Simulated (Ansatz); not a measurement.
# Sc on Nb(110): change of the work function, part 2 of 5

How does Sc on the hollow site change the work function of Nb(110) as the layer fills?

Ansatz 0.2.0; plane-wave DFT, PBE, Ansatz PAW (the session's first sound run).

So far, work function, upper face (eV): step 2 (the clean slab) 4.49.

## 3. The covered slab, coverage 0.25 ML

System of this step: Sc/Nb(110). The cell holds 17 atoms: 16 Nb and 1 Sc. Its edges and angles: a = 5.716 Å, b = 5.716 Å, c = 28.061 Å, α = 90.0°, β = 90.0°, γ = 70.5°. Vacuum lies along c.

The clean slab as it ended is repeated in the plane and the adsorbate is set on one face; the cell's size fixes the coverage, and the k-mesh shrinks with it to keep the sampling density about even. Adsorbate and upper layers relax, since the dipole depends on the height.

Contents of input.yaml:

```yaml
crystal:
  lattice:
    - [4.6669047558, -3.3, 0.0]
    - [4.6669047558, 3.3, 0.0]
    - [0.0, 0.0, 28.0605220633]
  atoms:
    - { symbol: Nb, position: [0.0, 0.0, 0.3207353013] }
    - { symbol: Nb, position: [0.25, 0.25, 0.4038931404] }
    - { symbol: Nb, position: [0.0, 0.0, 0.4880973195] }
    - { symbol: Nb, position: [0.25, 0.25, 0.5678090404] }
    - { symbol: Nb, position: [0.0, 0.5, 0.3207353013] }
    - { symbol: Nb, position: [0.25, 0.75, 0.4038931404] }
    - { symbol: Nb, position: [0.0, 0.5, 0.4880973195] }
    - { symbol: Nb, position: [0.25, 0.75, 0.5678090404] }
    - { symbol: Nb, position: [0.5, 0.0, 0.3207353013] }
    - { symbol: Nb, position: [0.75, 0.25, 0.4038931404] }
    - { symbol: Nb, position: [0.5, 0.0, 0.4880973195] }
    - { symbol: Nb, position: [0.75, 0.25, 0.5678090404] }
    - { symbol: Nb, position: [0.5, 0.5, 0.3207353013] }
    - { symbol: Nb, position: [0.75, 0.75, 0.4038931404] }
    - { symbol: Nb, position: [0.5, 0.5, 0.4880973195] }
    - { symbol: Nb, position: [0.75, 0.75, 0.5678090404] }
    - { symbol: Sc, position: [0.42, 0.42, 0.6792646987] }
kpoints:
  mp_grid: { grid: [6, 6, 1] }
hamiltonian:
  xc: pbe
scf:
  occupations: { method: fermi_dirac, width: 0.1 }
  convergence: { dr2_threshold: 1.0e-08 }
efield:
  axis: 3
  dipole_correction: true
  ramp_position: 0.97
  ramp_width: 0.06
relax:
  f_tol: 0.02
  max_steps: 60
  constraints: [{ sites: [0, 1, 4, 5, 8, 9, 12, 13] }]
output:
  bader: true
  dos: { projected: true, e_range: [-8, 4] }
  write_potential: true
  write_density: true
  volumetric_format: npy
  elf: true
```

Launch:

```sh
$ ansatz run input.yaml --threads 4 --pin off --max-ram 6144MiB --backend cpu --events-out ev --progress --plain --runs-dir out
```

Numbers of over 12 decimals in the logs are rounded to 6 here.

The log of the run:

```text
[...]
Crystal: 17 atoms, lattice volume = 864.308 Å³
Basis set: ecut = 420 eV, 16869 PW (Γ), exchange–correlation on 80×80×384 points (8 copies of the dense FFT grid, shifted against one another)
Bands: 132, of which v1, the nominal top of the filled ones, is band 110 counted from 1 (109 counted from 0)
Symmetry: 2 space group operations
[...]
k-points: 13 of 36 (time reversal used)
[...]
SCF iter   1: F=—  HF=-74963.371597 eV  |F-HF|=—  |Δ(HF+E_count)|=         —  Δρ=9.45e-3  dr2=1.29e1  ethr=1.77e-3  p=0.428 e·Å  D=8.97e-2 V/Å  ΔV_dip=-2.52 eV  dr2_dipole=4.43e-1  V_vac-E_F(+/−)=2.38/4.90 eV  ⟨swp⟩=10.5  Hψ=8566  notcnv=0  defer=1
[...]
SCF iter  11: F=-74962.941254 eV  HF=-74962.941254 eV  |F-HF|=1.15e-9  |Δ(HF+E_count)|=   2.91e-8  Δρ=4.14e-7  dr2=5.78e-9  ethr=4.57e-12  p=0.279 e·Å  D=5.83e-2 V/Å  ΔV_dip=-1.64 eV  dr2_dipole=1.60e-10  V_vac-E_F(+/−)=2.88/4.52 eV  ⟨swp⟩=13.9  Hψ=12330  notcnv=0
SCF 1 converged in 11 iterations: F = -74962.941254 eV  dr2 = 5.78e-9
[...]
relax step   1: F+E_penalty+E_count = -74962.94125361 eV  Δ(F+E_penalty+E_count) = +0.000e0 eV  max|allowed force component| = 2.010e0 eV/Å  Δτ_max = 0.0000 Å  (11 SCF iters, accepted)
[...]
SCF iter   1: F=—  HF=-74963.559537 eV  |F-HF|=—  |Δ(HF+E_count)|=         —  Δρ=5.03e-3  dr2=1.19e0  ethr=4.44e-4  p=0.279 e·Å  D=5.83e-2 V/Å  ΔV_dip=-1.64 eV  dr2_dipole=9.20e-2  V_vac-E_F(+/−)=2.88/4.52 eV  ⟨swp⟩=1.2  Hψ=5196  notcnv=0
[...]
eigensolver tolerance schedule calibrated: the retry pair's looser diagonalisation under-reported the residual by θ = 0.18 (0.21/decade); ethr = c·dr2/N_el runs at the constant in force after the calibration composes with the one it found (an armed cap, an earlier calibration), c = 2.2e-2
[...]
SCF iter   2: F=—  HF=-74963.489675 eV  |F-HF|=—  |Δ(HF+E_count)|=   6.99e-2  Δρ=2.27e-3  dr2=1.31e-1  ethr=1.18e-4  p=0.313 e·Å  D=6.55e-2 V/Å  ΔV_dip=-1.84 eV  dr2_dipole=1.08e-2  V_vac-E_F(+/−)=2.68/4.52 eV  ⟨swp⟩=3.0  Hψ=3385  notcnv=0
[...]
SCF iter  10: F=-74963.480893 eV  HF=-74963.480893 eV  |F-HF|=3.10e-9  |Δ(HF+E_count)|=   1.97e-8  Δρ=6.45e-7  dr2=7.92e-9  ethr=1.00e-12  p=0.315 e·Å  D=6.60e-2 V/Å  ΔV_dip=-1.85 eV  dr2_dipole=1.61e-9  V_vac-E_F(+/−)=2.67/4.52 eV  ⟨swp⟩=10.1  Hψ=14208  notcnv=0
SCF 2 converged in 10 iterations: F = -74963.480893 eV  dr2 = 7.92e-9
relax step   2: F+E_penalty+E_count = -74963.48089277 eV  Δ(F+E_penalty+E_count) = -5.396e-1 eV  max|allowed force component| = 2.097e0 eV/Å  Δτ_max = 0.1948 Å  (10 SCF iters, accepted)
[...]
SCF iter  10: F=-74963.941071 eV  HF=-74963.941071 eV  |F-HF|=1.66e-9  |Δ(HF+E_count)|=   1.53e-8  Δρ=3.70e-7  dr2=2.48e-9  ethr=1.00e-12  p=0.341 e·Å  D=7.13e-2 V/Å  ΔV_dip=-2.00 eV  dr2_dipole=6.69e-13  V_vac-E_F(+/−)=2.52/4.52 eV  ⟨swp⟩=13.5  Hψ=12232  notcnv=0
SCF 3 converged in 10 iterations: F = -74963.941071 eV  dr2 = 2.48e-9
relax step   3: F+E_penalty+E_count = -74963.94107084 eV  Δ(F+E_penalty+E_count) = -4.602e-1 eV  max|allowed force component| = 1.819e0 eV/Å  Δτ_max = 0.1950 Å  (10 SCF iters, accepted)
[...]
relax step   4: F+E_penalty+E_count = -74964.26674379 eV  Δ(F+E_penalty+E_count) = -3.257e-1 eV  max|allowed force component| = 1.083e0 eV/Å  Δτ_max = 0.1967 Å  (10 SCF iters, accepted)
[...]
relax step   5: F+E_penalty+E_count = -74964.40641655 eV  Δ(F+E_penalty+E_count) = -1.397e-1 eV  max|allowed force component| = 2.083e-1 eV/Å  Δτ_max = 0.1949 Å  (10 SCF iters, accepted)
[...]
relax step   6: F+E_penalty+E_count = -74964.46148449 eV  Δ(F+E_penalty+E_count) = -5.507e-2 eV  max|allowed force component| = 1.443e-1 eV/Å  Δτ_max = 0.1950 Å  (10 SCF iters, accepted)
[...]
relax step   7: F+E_penalty+E_count = -74964.49345403 eV  Δ(F+E_penalty+E_count) = -3.197e-2 eV  max|allowed force component| = 1.101e-1 eV/Å  Δτ_max = 0.2000 Å  (10 SCF iters, accepted)
[...]
relax step   8: F+E_penalty+E_count = -74964.51356418 eV  Δ(F+E_penalty+E_count) = -2.011e-2 eV  max|allowed force component| = 6.315e-2 eV/Å  Δτ_max = 0.1939 Å  (10 SCF iters, accepted)
[...]
relax step   9: F+E_penalty+E_count = -74964.51912674 eV  Δ(F+E_penalty+E_count) = -5.563e-3 eV  max|allowed force component| = 1.269e-2 eV/Å  Δτ_max = 0.1140 Å  (9 SCF iters, accepted)
SCF iter   1: F=—  HF=-74964.520778 eV  |F-HF|=—  |Δ(HF+E_count)|=         —  Δρ=8.51e-4  dr2=1.07e-2  ethr=5.24e-5  p=0.324 e·Å  D=6.79e-2 V/Å  ΔV_dip=-1.90 eV  dr2_dipole=1.39e-4  V_vac-E_F(+/−)=2.61/4.52 eV  ⟨swp⟩=2.2  Hψ=2914  notcnv=0
[...]
SCF iter   8: F=-74964.519421 eV  HF=-74964.519421 eV  |F-HF|=5.89e-9  |Δ(HF+E_count)|=   2.27e-8  Δρ=5.10e-7  dr2=3.18e-9  ethr=4.57e-12  p=0.324 e·Å  D=6.79e-2 V/Å  ΔV_dip=-1.90 eV  dr2_dipole=1.67e-10  V_vac-E_F(+/−)=2.61/4.52 eV  ⟨swp⟩=9.8  Hψ=13799  notcnv=0
SCF 10 converged in 8 iterations: F = -74964.519421 eV  dr2 = 3.18e-9
relax step  10: F+E_penalty+E_count = -74964.51942134 eV  Δ(F+E_penalty+E_count) = -2.946e-4 eV  max|allowed force component| = 8.739e-3 eV/Å  Δτ_max = 0.0415 Å  (8 SCF iters, accepted)
NSCF: frozen V_eff on 13 k-points
[...]
SCF converged after 8 iterations
Free energy (F): -74964.519421 eV
[...]
Internal energy: -74963.773466 eV  (E = F + TS)
E sigma→0 (E₀):  -74964.146444 eV
Entropy (-TS):   -0.745955 eV (-43.880 meV/atom)
Fermi energy:    4.086552 eV
Dipole field:    D = 0.067872 V/Å  (p = 0.324190 e·Å, saw-weighted, corrected)
Work function:   Φ+ = 2.6148 eV   Φ− = 4.5194 eV
[...]
--- Forces (eV/Å), atoms counted from 1 ---
  atom   1  Nb    -0.00047406     0.00000000     0.31707496
  atom   2  Nb    -0.04262496     0.00000000    -0.37706713
  atom   3  Nb    -0.00461372     0.00000000    -0.00172077
  atom   4  Nb     0.00063815     0.00000000    -0.00127857
  atom   5  Nb    -0.00014634    -0.00009841     0.34968963
  atom   6  Nb     0.00347323    -0.06367078    -0.29070859
  atom   7  Nb    -0.00453631     0.00060894    -0.00237846
  atom   8  Nb    -0.00112215     0.00004263     0.00594062
  atom   9  Nb    -0.00014634     0.00009841     0.34968963
  atom  10  Nb     0.00347323     0.06367078    -0.29070859
  atom  11  Nb    -0.00453631    -0.00060894    -0.00237846
  atom  12  Nb    -0.00112215    -0.00004263     0.00594062
  atom  13  Nb     0.00002662     0.00000000     0.31893027
  atom  14  Nb     0.05055300     0.00000000    -0.37721627
  atom  15  Nb    -0.00119642     0.00000000     0.00518870
  atom  16  Nb     0.00379729     0.00000000    -0.00873883
  atom  17  Sc    -0.00150169     0.00000000    -0.00024006
  max |Σ_I F_I| component: 5.90e-5 eV/Å
--- Band table (eV; the first three rows and the last of 13) ---
  k-point 0: bands = [... 106 lower, 4.1855, 4.2381, 4.4019, 4.5839, 4.7307, 4.8657, 4.9251, 5.0426, ... 18 higher]
  k-point 1: bands = [... 106 lower, 4.1021, 4.1378, 4.3286, 4.4781, 4.6664, 4.7185, 4.7729, 4.8462, ... 18 higher]
  k-point 2: bands = [... 106 lower, 3.7768, 3.8461, 3.9421, 4.1529, 4.2502, 4.3207, 4.3508, 4.3976, ... 18 higher]
  k-point 12: bands = [... 106 lower, 3.8311, 4.0065, 4.1782, 4.1835, 4.2289, 4.2438, 4.2520, 4.2856, ... 18 higher]
--- Relaxed structure (10 steps of the walk, 10 accepted, 0 SCFs on fresh bases) ---
  F+E_penalty+E_count = -74964.51942134 eV   max|allowed force component| = 8.739e-3 eV/Å
  atoms:
    - { symbol: Nb, position: [0.0, 0.0, 0.3207353013] }
    - { symbol: Nb, position: [0.25, 0.25, 0.4038931404] }
    - { symbol: Nb, position: [0.000233215, 0.000233215, 0.487708] }
    - { symbol: Nb, position: [0.254797, 0.254797, 0.571906] }
    - { symbol: Nb, position: [0.0, 0.5, 0.3207353013] }
    - { symbol: Nb, position: [0.25, 0.75, 0.4038931404] }
    - { symbol: Nb, position: [0.00021894, 0.500220, 0.488111] }
    - { symbol: Nb, position: [0.246086, 0.754387, 0.567724] }
    - { symbol: Nb, position: [0.5, 0.0, 0.3207353013] }
    - { symbol: Nb, position: [0.75, 0.25, 0.4038931404] }
    - { symbol: Nb, position: [0.500220, 0.00021894, 0.488111] }
    - { symbol: Nb, position: [0.754387, 0.246086, 0.567724] }
    - { symbol: Nb, position: [0.5, 0.5, 0.3207353013] }
    - { symbol: Nb, position: [0.75, 0.75, 0.4038931404] }
    - { symbol: Nb, position: [0.500192, 0.500192, 0.486947] }
    - { symbol: Nb, position: [0.745604, 0.745604, 0.571936] }
    - { symbol: Sc, position: [0.500332, 0.500332, 0.646463] }
--- Bader charges: 17 sites ---
  site symbol  charge [e]  shift [e]
     0     Nb     -0.0856     0.0000
     1     Nb      0.0874     0.0000
     2     Nb      0.0370     0.0000
     3     Nb     -0.1556     0.0000
     4     Nb     -0.0846     0.0000
     5     Nb      0.0893     0.0000
     6     Nb      0.0659     0.0000
     7     Nb     -0.3282     0.0001
     8     Nb     -0.0846     0.0000
     9     Nb      0.0892     0.0000
    10     Nb      0.0659     0.0000
    11     Nb     -0.3282     0.0001
    12     Nb     -0.0891     0.0000
    13     Nb      0.0873     0.0000
    14     Nb      0.0618     0.0000
    15     Nb     -0.1563     0.0000
    16     Sc      0.7284     0.0002
  estimated error of the sums over rays = 7.1e-4 e
```

Wall time 9.4 min (4 threads of Arm Neoverse V1, shared host); peak memory 3.1 GiB; 36 min of CPU time.

Relaxation path:

| step | energy less that of the first step (eV) | largest force component (eV/Å) |
| --- | --- | --- |
| 1 | 0.0000 | 2.0097 |
| 2 | -0.5396 | 2.0967 |
| 3 | -0.9998 | 1.8193 |
| 4 | -1.3255 | 1.0828 |
| 5 | -1.4652 | 0.2083 |
| 6 | -1.5202 | 0.1443 |
| 7 | -1.5522 | 0.1101 |
| 8 | -1.5723 | 0.0632 |
| 9 | -1.5779 | 0.0127 |
| 10 | -1.5782 | 0.0087 |

Forces are held to the 2 operations that the run works with; a distortion that breaks them can't arise in this run.

The atoms that moved most (Å):

| atom | dx | dy | dz | length |
| --- | --- | --- | --- | --- |
| Sc17 | 0.750 | 0.000 | -0.920 | 1.187 |
| Nb4 | 0.045 | 0.000 | 0.115 | 0.123 |
| Nb16 | -0.041 | 0.000 | 0.116 | 0.123 |
| Nb15 | 0.002 | 0.000 | -0.032 | 0.032 |
| Nb12 | 0.002 | -0.027 | -0.002 | 0.028 |
| Nb8 | 0.002 | 0.027 | -0.002 | 0.028 |
| Nb3 | 0.002 | 0.000 | -0.011 | 0.011 |

The relaxed structure:

```
Nb Sc
1.0
     4.66690   -3.30000    0.00000
     4.66690    3.30000    0.00000
     0.00000    0.00000   28.06052
Nb Sc
16 1
Direct
  0.00000 0.00000 0.32074
  0.25000 0.25000 0.40389
  0.00023 0.00023 0.48771
  0.25480 0.25480 0.57191
  0.00000 0.50000 0.32074
  0.25000 0.75000 0.40389
  0.00022 0.50022 0.48811
  0.24609 0.75439 0.56772
  0.50000 0.00000 0.32074
  0.75000 0.25000 0.40389
  0.50022 0.00022 0.48811
  0.75439 0.24609 0.56772
  0.50000 0.50000 0.32074
  0.75000 0.75000 0.40389
  0.50019 0.50019 0.48695
  0.74560 0.74560 0.57194
  0.50033 0.50033 0.64646
```

This step gave:

| Quantity | Value |
| --- | --- |
| energy at zero smearing | -74964.1464 eV |
| work function, upper face | 2.615 eV |
| work function, lower face | 4.519 eV |
| dipole along the normal | 0.3242 e·Å |
| step between the vacuum levels | -1.905 eV |

Running mean over 2.333 Å of the planar mean; the ramp of the sawtooth is left out. The electron's electrostatic potential energy less the Fermi level by z:

z (Å), electron's electrostatic potential energy less the Fermi level (eV) and a bar from the least value:
```
      3.5        4.5 ##############################
      4.0        4.5 ##############################
      4.5        4.5 ##############################
      5.0        4.5 ##############################
      5.5        4.5 ##############################
      6.0        4.3 ##############################
      6.5        3.9 #############################
      7.0        2.8 ###########################
      7.5       -0.6 ####################
      8.0       -5.9 ##########
      8.5       -9.9 ###
      9.0      -11.0 
      9.5      -11.1 
     10.0      -11.0 #
     10.5      -10.9 #
     11.0      -10.9 #
     11.5      -10.9 #
     12.0      -10.8 #
     12.5      -10.8 #
     13.0      -10.8 #
     13.5      -10.9 #
     14.0      -11.1 
     14.5      -11.3 
     15.0      -11.3 
     15.5      -11.2 
     16.0      -11.0 #
     16.5      -10.1 ##
     17.0       -7.1 ########
     17.5       -3.0 ################
     18.0       -0.5 ####################
     18.5        0.1 ######################
     19.0        0.7 #######################
     19.5        1.5 ########################
     20.0        2.2 ##########################
     20.5        2.4 ##########################
     21.0        2.5 ##########################
     21.5        2.6 ##########################
     22.0        2.6 ##########################
     22.5        2.6 ##########################
     23.0        2.6 ##########################
     23.5        2.6 ##########################
     24.0        2.6 ##########################
     24.5        2.6 ##########################
```

The density of states has structure finer than the step of the table below, so its rows give means over 0.2 eV, whole bins alone (the curve runs from -8 to 1.44 eV). Peaks (eV: height): -2.83: 31.2, -1.59: 55.4, -1.35: 40.1, -1.26: 39.1, -0.96: 32.7, -0.57: 34.6.

The density of states by energy, zero at the Fermi level; means over each step:

| energy (eV) | density of states (states/eV a cell) |
| --- | --- |
| -5.8 | 0 |
| -5.6 | 0.103 |
| -5.4 | 0.945 |
| -5.2 | 0.899 |
| -5.0 | 1.02 |
| -4.8 | 1.06 |
| -4.6 | 1.51 |
| -4.4 | 2.31 |
| -4.2 | 2.79 |
| -4.0 | 3.13 |
| -3.8 | 2.88 |
| -3.6 | 4.16 |
| -3.4 | 17.0 |
| -3.2 | 17.1 |
| -3.0 | 14.9 |
| -2.8 | 23.5 |
| -2.6 | 23.0 |
| -2.4 | 23.5 |
| -2.2 | 16.2 |
| -2.0 | 13.8 |
| -1.8 | 9.77 |
| -1.6 | 34.5 |
| -1.4 | 33.6 |
| -1.2 | 29.5 |
| -1.0 | 23.1 |
| -0.8 | 20.4 |
| -0.6 | 28.3 |
| -0.4 | 31.7 |
| -0.2 | 25.7 |
| 0.0 | 23.9 |
| 0.2 | 19.9 |
| 0.4 | 16.9 |
| 0.6 | 18.0 |
| 0.8 | 16.6 |
| 1.0 | 14.0 |
| 1.2 | 14.5 |

Projected DOS per atom over height of the atomic layer and energy from the Fermi level. Layers: Nb4 Nb4 Nb4 Nb4 Sc from below.

Ten even steps from '_' (0.00 states/eV) to '@' (3.35 states/eV), each cell a mean:
```
--....::%%
::....::@@
--....--@@
==----==++
**====++==
==----==::
++++++++--
::----==::
----::--__
========__
::----::__
..::::..__
__________
__________
__________
__________
__________
__________
__________
__________
__________
__________
```
Columns: height of the atomic layer (Å) from 9 to 18.1; rows upwards: energy from the Fermi level (eV) from -7.96 to 1.45.

ELF in the ca plane at fractional y = 0.500, with atoms of Nb and Sc within 0.2 Å of it. It is the smooth field of the valence electrons, not physical close to the nuclei.

Ten even steps from '0' (0.00) to '9' (0.73), each cell a mean:
```
79635544543987963664445665421100000000000000
97335434543589733543346776532110000000000000
43355433454334335543357875332211000000000000
34565333466433356543457741111222100000000000
43355433554344335543466323211122210000000000
97445434543599633543553479841123211000000000
69635544534987953554542785972123321000000000
49736645534965963554542762872113321000000000
99535544543799843544553598961123221000000000
75345433553366434543465346521123210000000000
33465333465433356543467521111222110000000000
33465333465433346543457863222221100000000000
75345433553366434543346776432210000000000000
99535544543799943554345665432100000000000000
39736645534964973664445655321100000000000000
```
Columns run along c (16.0 Å, from fractional 0.32 to 0.89 of the cell), rows up along a (5.7 Å). Atoms in or near the plane, at fractional coordinates: Nb at (0.49, 0.00), Nb at (0.49, 0.50), Sc at (0.65, 0.50).

Valence density in the ca plane at fractional y = 0.500, with atoms of Nb and Sc within 0.2 Å of it. It is the smooth field of the valence electrons, not physical close to the nuclei.

Values in e/Å³, 8 rows by 16 columns, each cell a mean:
```
2.9 0.3 0.2 0.3 3.0 1.7 0.2 0.2 0.1 0.0 0.0 0.0 0.0 0.0 0.0 0.0
0.4 0.2 0.3 0.2 0.4 0.3 0.3 0.3 0.1 0.0 0.0 0.0 0.0 0.0 0.0 0.0
0.8 0.2 0.3 0.2 0.8 0.5 0.3 0.3 0.3 0.5 0.0 0.0 0.0 0.0 0.0 0.0
3.6 0.3 0.2 0.4 3.9 2.0 0.2 0.2 2.0 4.5 0.2 0.0 0.0 0.0 0.0 0.0
2.9 0.3 0.2 0.4 3.1 1.6 0.2 0.2 1.5 3.3 0.1 0.0 0.0 0.0 0.0 0.0
0.4 0.2 0.3 0.2 0.4 0.3 0.3 0.3 0.2 0.2 0.0 0.0 0.0 0.0 0.0 0.0
0.8 0.2 0.3 0.2 0.8 0.5 0.3 0.2 0.1 0.0 0.0 0.0 0.0 0.0 0.0 0.0
3.6 0.3 0.2 0.4 3.8 2.2 0.2 0.2 0.1 0.0 0.0 0.0 0.0 0.0 0.0 0.0
```
Columns run along c (16.0 Å, from fractional 0.32 to 0.89 of the cell), rows up along a (5.7 Å). Atoms in or near the plane, at fractional coordinates: Nb at (0.49, 0.00), Nb at (0.49, 0.50), Sc at (0.65, 0.50).

Electrostatic potential energy in the ca plane at fractional y = 0.500, with atoms of Nb and Sc within 0.2 Å of it. With pseudopotentials it is smooth inside the atoms' cores, unlike the true potential.

Ten even steps from '0' (-66 eV) to '9' (8 eV), each cell a mean:
```
01589999997300168999999999999999999999999999
34799999998633589999999999999999999999999999
78999999999887899999999999999999999999999999
89999999999999999999999999999999999999999999
78999999999877899999999988889999999999999999
24799999998633589999999754678999999999999999
01589999997300269999998510368999999999999999
00489999997200168999998500268999999999999999
02689999998411379999998632478999999999999999
56899999999765789999999876789999999999999999
89999999999988999999999998999999999999999999
89999999999988999999999999999999999999999999
56899999999865789999999999999999999999999999
02689999998410379999999999999999999999999999
00489999997200058999999999999999999999999999
```
Columns run along c (16.0 Å, from fractional 0.32 to 0.89 of the cell; values clipped at the 3rd and 97th percentile), rows up along a (5.7 Å). Atoms in or near the plane, at fractional coordinates: Nb at (0.49, 0.00), Nb at (0.49, 0.50), Sc at (0.65, 0.50).

The relaxation took 10 steps and lowered the energy by 1.6 eV; the largest force on the free atoms ends at 0.0087 eV/Å.

By hand: a sheet of dipoles makes a step −p/(ε₀A) in the electron's potential. With e/ε₀ = 180.95 V·Å, p = 0.3242 e·Å and A = 30.80 Å², that is −180.95 × (0.3242) / 30.80 = -1.905 eV, and the two vacuum levels of the run differ by -1.905 eV.

The covered face has 2.61 eV, -1.87 eV against the clean one; the bare back face has moved by -0.01 eV, a measure of how thin the slab is.

(Continued in part 3 of 5.)

[Logs are printed without paths, hosts, clocks, repeated set-up lines and the standing remarks that a program may print on its own settings, such as how far it seeks lower states.]

[Hosts, paths, dates, database ids (printed as entryN), source tags and the programs' standing remarks are cut or masked in the printed files.]

[Maps of the electrostatic potential energy from Ansatz leave out the sawtooth potential of an applied field or a dipole correction, so their vacuum need not be flat; planar profiles and work functions include it.]
